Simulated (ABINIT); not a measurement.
# SnPbSe3 (Pm-3m): zone-centre phonons, part 3 of 4

Aim: the zone-centre modes of SnPbSe3 (Pm-3m).

ABINIT 10.8.3; DFT LDA, scalar-relativistic, plane waves, HGH norm-conserving pseudopotentials.

So far. Step 5 (Ground state): The cell stands at -0.86 GPa: the relaxation ran with a smoothed and higher cutoff, and the difference is a stress of the finite basis. Step 6 (Zone-centre response): The acoustic modes at Γ come out as far as 2.5 cm⁻¹ from zero, where they should vanish, a small numerical error. The lowest optical mode is imaginary, 120i cm⁻¹, an instability at this level and on this k mesh. The relaxed cell has a = 5.247 Å (conventional setting).

The structure was built from a prototype and need not be the compound's stable phase.

## 7. Zone-centre analysis

anaddb reads the merged derivatives and imposes the acoustic sum rule.

File anaddb.abi:

```
ddb_filepath "gamma_DDB"
output_file "anaddb.abo"
outdata_prefix "anaddb"
asr 1
chneut 1
enunit 2
eivec 1
nph1l 1
qph1l 0.0 0.0 0.0 1.0
```

File mrgddb.in:

```
gamma_DDB
merged
2
dfpt_gammao_DDB
gso_DDB
```

Run with:

```console
$ mrgddb < mrgddb.in > mrgddb.log
$ OMP_NUM_THREADS=1 anaddb anaddb.abi > anaddb.log
```

anaddb.abo, the main output file:

```text
-outvars_anaddb: echo values of input variables ----------------------

 Miscellaneous information :
      enunit         2
       eivec         1
         asr         1
 First list of wavevector (reduced coord.) :
       nph1l         1
       qph1l
                     0.00000000E+00  0.00000000E+00  0.00000000E+00    1.000E+00

================================================================================

 read the DDB information and perform some checks

  ==== Info on the Cryst% object ====
 Real(R)+Recip(G) space primitive vectors, cartesian coordinates (Bohr,Bohr^-1):
 R(1)=  9.9159693  0.0000000  0.0000000  G(1)=  0.1008474  0.0000000  0.0000000
 R(2)=  0.0000000  9.9159693  0.0000000  G(2)=  0.0000000  0.1008474  0.0000000
 R(3)=  0.0000000  0.0000000  9.9159693  G(3)=  0.0000000  0.0000000  0.1008474
 Unit cell volume ucvol=  9.7500203E+02 bohr^3
 Angles (23,13,12)=  9.00000000E+01  9.00000000E+01  9.00000000E+01 degrees
 Time-reversal symmetry is present
 Reduced atomic positions [iatom, xred, symbol]:
    1)    0.0000000  0.0000000  0.0000000  Sn
    2)    0.5000000  0.5000000  0.5000000  Pb
    3)    0.5000000  0.5000000  0.0000000  Se
    4)    0.5000000  0.0000000  0.5000000  Se
    5)    0.0000000  0.5000000  0.5000000  Se

 DDB file with 3 blocks has been read.

================================================================================

 Treat the first list of vectors

  Phonon wavevector (reduced coordinates) :  0.00000  0.00000  0.00000
 Phonon energies in Hartree :
  -5.472584E-04 -5.472584E-04 -5.472584E-04 -4.189042E-04 -4.189042E-04
  -4.189042E-04 -1.933123E-04 -1.933123E-04 -1.933123E-04  0.000000E+00
   0.000000E+00  0.000000E+00  1.012615E-03  1.012615E-03  1.012615E-03
 Phonon energies in meV     :
- -1.489166E+01 -1.489166E+01 -1.489166E+01 -1.139897E+01 -1.139897E+01
- -1.139897E+01 -5.260297E+00 -5.260297E+00 -5.260297E+00  0.000000E+00
-  0.000000E+00  0.000000E+00  2.755466E+01  2.755466E+01  2.755466E+01
 Phonon frequencies in cm-1    :
- -1.201093E+02 -1.201093E+02 -1.201093E+02 -9.193885E+01 -9.193885E+01
- -9.193885E+01 -4.242715E+01 -4.242715E+01 -4.242715E+01  0.000000E+00
-  0.000000E+00  0.000000E+00  2.222434E+02  2.222434E+02  2.222434E+02
 Phonon frequencies in Thz     :
- -3.600787E+00 -3.600787E+00 -3.600787E+00 -2.756257E+00 -2.756257E+00
- -2.756257E+00 -1.271934E+00 -1.271934E+00 -1.271934E+00  0.000000E+00
-  0.000000E+00  0.000000E+00  6.662688E+00  6.662688E+00  6.662688E+00
 Phonon energies in Kelvin  :
- -1.728105E+02 -1.728105E+02 -1.728105E+02 -1.322795E+02 -1.322795E+02
- -1.322795E+02 -6.104321E+01 -6.104321E+01 -6.104321E+01  0.000000E+00
-  0.000000E+00  0.000000E+00  3.197586E+02  3.197586E+02  3.197586E+02

 Eigendisplacements
 (will be given, for each mode : in cartesian coordinates
   for each atom the real part of the displacement vector,
   then the imaginary part of the displacement vector - absolute values smaller than 1.0d-7 are set to zero)
  Mode number    1   Energy   -5.472584E-04
 Attention : low frequency mode.
   (Could be unstable or acoustic mode)
-  1  0.00000000E+00  0.00000000E+00 -1.48620536E-03
-     0.00000000E+00  0.00000000E+00  0.00000000E+00
-  2  0.00000000E+00  0.00000000E+00 -1.95687515E-04
-     0.00000000E+00  0.00000000E+00  0.00000000E+00
-  3  0.00000000E+00  0.00000000E+00  9.56732957E-05
-     0.00000000E+00  0.00000000E+00  0.00000000E+00
-  4  0.00000000E+00  0.00000000E+00  1.32611550E-03
-     0.00000000E+00  0.00000000E+00  0.00000000E+00
-  5  0.00000000E+00  0.00000000E+00  1.32611550E-03
-     0.00000000E+00  0.00000000E+00  0.00000000E+00
  Mode number    2   Energy   -5.472584E-04
 Attention : low frequency mode.
   (Could be unstable or acoustic mode)
-  1  0.00000000E+00 -1.48620536E-03  0.00000000E+00
-     0.00000000E+00  0.00000000E+00  0.00000000E+00
-  2  0.00000000E+00 -1.95687515E-04  0.00000000E+00
-     0.00000000E+00  0.00000000E+00  0.00000000E+00
-  3  0.00000000E+00  1.32611550E-03  0.00000000E+00
-     0.00000000E+00  0.00000000E+00  0.00000000E+00
-  4  0.00000000E+00  9.56732957E-05  0.00000000E+00
-     0.00000000E+00  0.00000000E+00  0.00000000E+00
-  5  0.00000000E+00  1.32611550E-03  0.00000000E+00
-     0.00000000E+00  0.00000000E+00  0.00000000E+00
  Mode number    3   Energy   -5.472584E-04
 Attention : low frequency mode.
   (Could be unstable or acoustic mode)
-  1  1.48620536E-03  0.00000000E+00  0.00000000E+00
-     0.00000000E+00  0.00000000E+00  0.00000000E+00
-  2  1.95687515E-04  0.00000000E+00  0.00000000E+00
-     0.00000000E+00  0.00000000E+00  0.00000000E+00
-  3 -1.32611550E-03  0.00000000E+00  0.00000000E+00
-     0.00000000E+00  0.00000000E+00  0.00000000E+00
-  4 -1.32611550E-03  0.00000000E+00  0.00000000E+00
-     0.00000000E+00  0.00000000E+00  0.00000000E+00
-  5 -9.56732957E-05  0.00000000E+00  0.00000000E+00
-     0.00000000E+00  0.00000000E+00  0.00000000E+00
  Mode number    4   Energy   -4.189042E-04
 Attention : low frequency mode.
   (Could be unstable or acoustic mode)
-  1  0.00000000E+00  0.00000000E+00  0.00000000E+00
-     0.00000000E+00  0.00000000E+00  0.00000000E+00
-  2  0.00000000E+00  0.00000000E+00  0.00000000E+00
-     0.00000000E+00  0.00000000E+00  0.00000000E+00
-  3  0.00000000E+00  0.00000000E+00  0.00000000E+00
-     0.00000000E+00  0.00000000E+00  0.00000000E+00
-  4  0.00000000E+00  0.00000000E+00  1.86380890E-03
-     0.00000000E+00  0.00000000E+00  0.00000000E+00
-  5  0.00000000E+00  0.00000000E+00 -1.86380890E-03
-     0.00000000E+00  0.00000000E+00  0.00000000E+00
  Mode number    5   Energy   -4.189042E-04
 Attention : low frequency mode.
   (Could be unstable or acoustic mode)
-  1  0.00000000E+00  0.00000000E+00  0.00000000E+00
-     0.00000000E+00  0.00000000E+00  0.00000000E+00
-  2  0.00000000E+00  0.00000000E+00  0.00000000E+00
-     0.00000000E+00  0.00000000E+00  0.00000000E+00
-  3  0.00000000E+00  1.86380890E-03  0.00000000E+00
-     0.00000000E+00  0.00000000E+00  0.00000000E+00
-  4  0.00000000E+00  0.00000000E+00  0.00000000E+00
-     0.00000000E+00  0.00000000E+00  0.00000000E+00
-  5  0.00000000E+00 -1.86380890E-03  0.00000000E+00
-     0.00000000E+00  0.00000000E+00  0.00000000E+00
  Mode number    6   Energy   -4.189042E-04
 Attention : low frequency mode.
   (Could be unstable or acoustic mode)
-  1  0.00000000E+00  0.00000000E+00  0.00000000E+00
-     0.00000000E+00  0.00000000E+00  0.00000000E+00
-  2  0.00000000E+00  0.00000000E+00  0.00000000E+00
-     0.00000000E+00  0.00000000E+00  0.00000000E+00
-  3  1.86380890E-03  0.00000000E+00  0.00000000E+00
-     0.00000000E+00  0.00000000E+00  0.00000000E+00
-  4 -1.86380890E-03  0.00000000E+00  0.00000000E+00
-     0.00000000E+00  0.00000000E+00  0.00000000E+00
-  5  0.00000000E+00  0.00000000E+00  0.00000000E+00
-     0.00000000E+00  0.00000000E+00  0.00000000E+00
  Mode number    7   Energy   -1.933123E-04
 Attention : low frequency mode.
   (Could be unstable or acoustic mode)
-  1  0.00000000E+00  0.00000000E+00 -1.19884971E-03
-     0.00000000E+00  0.00000000E+00  0.00000000E+00
-  2  0.00000000E+00  0.00000000E+00  1.06847565E-03
-     0.00000000E+00  0.00000000E+00  0.00000000E+00
-  3  0.00000000E+00  0.00000000E+00  6.51484906E-04
-     0.00000000E+00  0.00000000E+00  0.00000000E+00
-  4  0.00000000E+00  0.00000000E+00 -8.26609239E-04
-     0.00000000E+00  0.00000000E+00  0.00000000E+00
-  5  0.00000000E+00  0.00000000E+00 -8.26609239E-04
-     0.00000000E+00  0.00000000E+00  0.00000000E+00
  Mode number    8   Energy   -1.933123E-04
 Attention : low frequency mode.
   (Could be unstable or acoustic mode)
-  1  0.00000000E+00 -1.19884971E-03  0.00000000E+00
-     0.00000000E+00  0.00000000E+00  0.00000000E+00
-  2  0.00000000E+00  1.06847565E-03  0.00000000E+00
-     0.00000000E+00  0.00000000E+00  0.00000000E+00
-  3  0.00000000E+00 -8.26609239E-04  0.00000000E+00
-     0.00000000E+00  0.00000000E+00  0.00000000E+00
-  4  0.00000000E+00  6.51484906E-04  0.00000000E+00
-     0.00000000E+00  0.00000000E+00  0.00000000E+00
-  5  0.00000000E+00 -8.26609239E-04  0.00000000E+00
-     0.00000000E+00  0.00000000E+00  0.00000000E+00
  Mode number    9   Energy   -1.933123E-04
 Attention : low frequency mode.
   (Could be unstable or acoustic mode)
-  1  1.19884971E-03  0.00000000E+00  0.00000000E+00
-     0.00000000E+00  0.00000000E+00  0.00000000E+00
-  2 -1.06847565E-03  0.00000000E+00  0.00000000E+00
-     0.00000000E+00  0.00000000E+00  0.00000000E+00
-  3  8.26609239E-04  0.00000000E+00  0.00000000E+00
-     0.00000000E+00  0.00000000E+00  0.00000000E+00
-  4  8.26609239E-04  0.00000000E+00  0.00000000E+00
-     0.00000000E+00  0.00000000E+00  0.00000000E+00
-  5 -6.51484906E-04  0.00000000E+00  0.00000000E+00
-     0.00000000E+00  0.00000000E+00  0.00000000E+00
  Mode number   10   Energy    0.000000E+00
 Attention : low frequency mode.
   (Could be unstable or acoustic mode)
-  1  0.00000000E+00  0.00000000E+00  9.87244134E-04
-     0.00000000E+00  0.00000000E+00  0.00000000E+00
-  2  0.00000000E+00  0.00000000E+00  9.87341473E-04
-     0.00000000E+00  0.00000000E+00  0.00000000E+00
-  3  0.00000000E+00  0.00000000E+00  9.87322331E-04
-     0.00000000E+00  0.00000000E+00  0.00000000E+00
-  4  0.00000000E+00  0.00000000E+00  9.87257178E-04
-     0.00000000E+00  0.00000000E+00  0.00000000E+00
-  5  0.00000000E+00  0.00000000E+00  9.87257178E-04
-     0.00000000E+00  0.00000000E+00  0.00000000E+00
  Mode number   11   Energy    0.000000E+00
 Attention : low frequency mode.
   (Could be unstable or acoustic mode)
-  1  0.00000000E+00  9.87244134E-04  0.00000000E+00
-     0.00000000E+00  0.00000000E+00  0.00000000E+00
-  2  0.00000000E+00  9.87341473E-04  0.00000000E+00
-     0.00000000E+00  0.00000000E+00  0.00000000E+00
-  3  0.00000000E+00  9.87257178E-04  0.00000000E+00
-     0.00000000E+00  0.00000000E+00  0.00000000E+00
-  4  0.00000000E+00  9.87322331E-04  0.00000000E+00
-     0.00000000E+00  0.00000000E+00  0.00000000E+00
-  5  0.00000000E+00  9.87257178E-04  0.00000000E+00
-     0.00000000E+00  0.00000000E+00  0.00000000E+00
  Mode number   12   Energy    0.000000E+00
 Attention : low frequency mode.
   (Could be unstable or acoustic mode)
-  1  9.87244134E-04  0.00000000E+00  0.00000000E+00
-     0.00000000E+00  0.00000000E+00  0.00000000E+00
-  2  9.87341473E-04  0.00000000E+00  0.00000000E+00
-     0.00000000E+00  0.00000000E+00  0.00000000E+00
-  3  9.87257178E-04  0.00000000E+00  0.00000000E+00
-     0.00000000E+00  0.00000000E+00  0.00000000E+00
-  4  9.87257178E-04  0.00000000E+00  0.00000000E+00
-     0.00000000E+00  0.00000000E+00  0.00000000E+00
-  5  9.87322331E-04  0.00000000E+00  0.00000000E+00
-     0.00000000E+00  0.00000000E+00  0.00000000E+00
  Mode number   13   Energy    1.012615E-03
-  1  0.00000000E+00  0.00000000E+00  2.18842273E-05
-     0.00000000E+00  0.00000000E+00  0.00000000E+00
-  2  0.00000000E+00  0.00000000E+00  7.02003871E-04
-     0.00000000E+00  0.00000000E+00  0.00000000E+00
-  3  0.00000000E+00  0.00000000E+00 -2.35354539E-03
-     0.00000000E+00  0.00000000E+00  0.00000000E+00
-  4  0.00000000E+00  0.00000000E+00  2.39252431E-04
-     0.00000000E+00  0.00000000E+00  0.00000000E+00
-  5  0.00000000E+00  0.00000000E+00  2.39252431E-04
-     0.00000000E+00  0.00000000E+00  0.00000000E+00
  Mode number   14   Energy    1.012615E-03
-  1  0.00000000E+00  2.18842273E-05  0.00000000E+00
-     0.00000000E+00  0.00000000E+00  0.00000000E+00
-  2  0.00000000E+00  7.02003871E-04  0.00000000E+00
-     0.00000000E+00  0.00000000E+00  0.00000000E+00
-  3  0.00000000E+00  2.39252431E-04  0.00000000E+00
-     0.00000000E+00  0.00000000E+00  0.00000000E+00
-  4  0.00000000E+00 -2.35354539E-03  0.00000000E+00
-     0.00000000E+00  0.00000000E+00  0.00000000E+00
-  5  0.00000000E+00  2.39252431E-04  0.00000000E+00
-     0.00000000E+00  0.00000000E+00  0.00000000E+00
  Mode number   15   Energy    1.012615E-03
-  1  2.18842273E-05  0.00000000E+00  0.00000000E+00
-     0.00000000E+00  0.00000000E+00  0.00000000E+00
-  2  7.02003871E-04  0.00000000E+00  0.00000000E+00
-     0.00000000E+00  0.00000000E+00  0.00000000E+00
-  3  2.39252431E-04  0.00000000E+00  0.00000000E+00
-     0.00000000E+00  0.00000000E+00  0.00000000E+00
-  4  2.39252431E-04  0.00000000E+00  0.00000000E+00
-     0.00000000E+00  0.00000000E+00  0.00000000E+00
-  5 -2.35354539E-03  0.00000000E+00  0.00000000E+00
-     0.00000000E+00  0.00000000E+00  0.00000000E+00

 Analysis of degeneracies and characters (maximum tolerance=1.00E-06 a.u.)
 For each vibration mode, or group of modes if degenerate,
 the characters are given for each symmetry operation (see the list in the log file).
 Symmetry characters of vibration mode #   1
       degenerate with vibration modes #   2 to    3
  3.0 -3.0 -1.0  1.0 -1.0  1.0 -1.0  1.0  1.0 -1.0 -1.0  1.0  1.0 -1.0 -1.0  1.0
 -0.0  0.0 -0.0  0.0  0.0 -0.0  0.0 -0.0  1.0 -1.0 -1.0  1.0 -1.0  1.0  1.0 -1.0
 -0.0  0.0  0.0 -0.0  0.0 -0.0 -0.0  0.0  1.0 -1.0  1.0 -1.0 -1.0  1.0 -1.0  1.0
 Symmetry characters of vibration mode #   4
       degenerate with vibration modes #   5 to    6
  3.0 -3.0 -1.0  1.0 -1.0  1.0 -1.0  1.0 -1.0  1.0  1.0 -1.0 -1.0  1.0  1.0 -1.0
  0.0 -0.0  0.0 -0.0 -0.0  0.0 -0.0  0.0 -1.0  1.0  1.0 -1.0  1.0 -1.0 -1.0  1.0
  0.0 -0.0 -0.0  0.0 -0.0  0.0  0.0 -0.0 -1.0  1.0 -1.0  1.0  1.0 -1.0  1.0 -1.0
 Symmetry characters of vibration mode #   7
       degenerate with vibration modes #   8 to    9
  3.0 -3.0 -1.0  1.0 -1.0  1.0 -1.0  1.0  1.0 -1.0 -1.0  1.0  1.0 -1.0 -1.0  1.0
  0.0 -0.0  0.0 -0.0 -0.0  0.0 -0.0  0.0  1.0 -1.0 -1.0  1.0 -1.0  1.0  1.0 -1.0
  0.0 -0.0 -0.0  0.0 -0.0  0.0  0.0 -0.0  1.0 -1.0  1.0 -1.0 -1.0  1.0 -1.0  1.0
 Symmetry characters of vibration mode #  10
       degenerate with vibration modes #  11 to   12
  3.0 -3.0 -1.0  1.0 -1.0  1.0 -1.0  1.0  1.0 -1.0 -1.0  1.0  1.0 -1.0 -1.0  1.0
 -0.0  0.0  0.0 -0.0 -0.0  0.0 -0.0  0.0  1.0 -1.0 -1.0  1.0 -1.0  1.0  1.0 -1.0
 -0.0  0.0 -0.0  0.0 -0.0  0.0  0.0 -0.0  1.0 -1.0  1.0 -1.0 -1.0  1.0 -1.0  1.0
 Symmetry characters of vibration mode #  13
       degenerate with vibration modes #  14 to   15
  3.0 -3.0 -1.0  1.0 -1.0  1.0 -1.0  1.0  1.0 -1.0 -1.0  1.0  1.0 -1.0 -1.0  1.0
 -0.0  0.0  0.0 -0.0  0.0 -0.0  0.0 -0.0  1.0 -1.0 -1.0  1.0 -1.0  1.0  1.0 -1.0
 -0.0  0.0  0.0 -0.0  0.0 -0.0  0.0 -0.0  1.0 -1.0  1.0 -1.0 -1.0  1.0 -1.0  1.0
-
```

Run time: 0.53 s. Hardware: 1 thread of Arm Neoverse N1, shared host.

Read from the output:

* highest optical zone-centre mode (no LO-TO term): 222.2 cm⁻¹

No LO-TO term; unit eigenvectors of the mass-weighted matrix, from anaddb's displacements. Modes at Γ, with each element's share of the kinetic energy (negative means imaginary):

| mode | frequency (cm⁻¹) | symmetry | Sn % | Pb % | Se % |
| --- | --- | --- | --- | --- | --- |
| 1 | -120.1 | T1u | 48 | 1 | 51 |
| 2 | -120.1 | T1u | 48 | 1 | 51 |
| 3 | -120.1 | T1u | 48 | 1 | 51 |
| 4 | -91.9 | T2u | 0 | 0 | 100 |
| 5 | -91.9 | T2u | 0 | 0 | 100 |
| 6 | -91.9 | T2u | 0 | 0 | 100 |
| 7 | -42.4 | T1u | 31 | 43 | 26 |
| 8 | -42.4 | T1u | 31 | 43 | 26 |
| 9 | -42.4 | T1u | 31 | 43 | 26 |
| 10 | 0.0 | acoustic | 21 | 37 | 42 |
| 11 | 0.0 | acoustic | 21 | 37 | 42 |
| 12 | 0.0 | acoustic | 21 | 37 | 42 |
| 13 | 222.2 | T1u | 0 | 19 | 81 |
| 14 | 222.2 | T1u | 0 | 19 | 81 |
| 15 | 222.2 | T1u | 0 | 19 | 81 |

Displacements in mode 1 (-120.1 cm⁻¹), the largest set to 1:
```
Sn1  0.00  0.00 -1.00
Pb2  0.00  0.00 -0.13
Se3  0.00  0.00  0.06
Se4  0.00  0.00  0.89
Se5  0.00  0.00  0.89
```

Displacements in mode 7 (-42.4 cm⁻¹), the largest set to 1:
```
Sn1  0.00  0.00 -1.00
Pb2  0.00  0.00  0.89
Se3  0.00  0.00  0.54
Se4  0.00  0.00 -0.69
Se5  0.00  0.00 -0.69
```

The rule moves no optical mode by more than 0.1 cm⁻¹.

[end of part 3 of 4]

[Host names and launcher messages were left out of these logs when they were recorded.]

[Logs are printed without paths, hosts, clocks, repeated set-up lines and the standing remarks that a program may print on its own settings, such as how far it seeks lower states.]

[Hosts, paths, dates, database ids (printed as entryN), source tags and the programs' standing remarks are cut or masked in the printed files.]
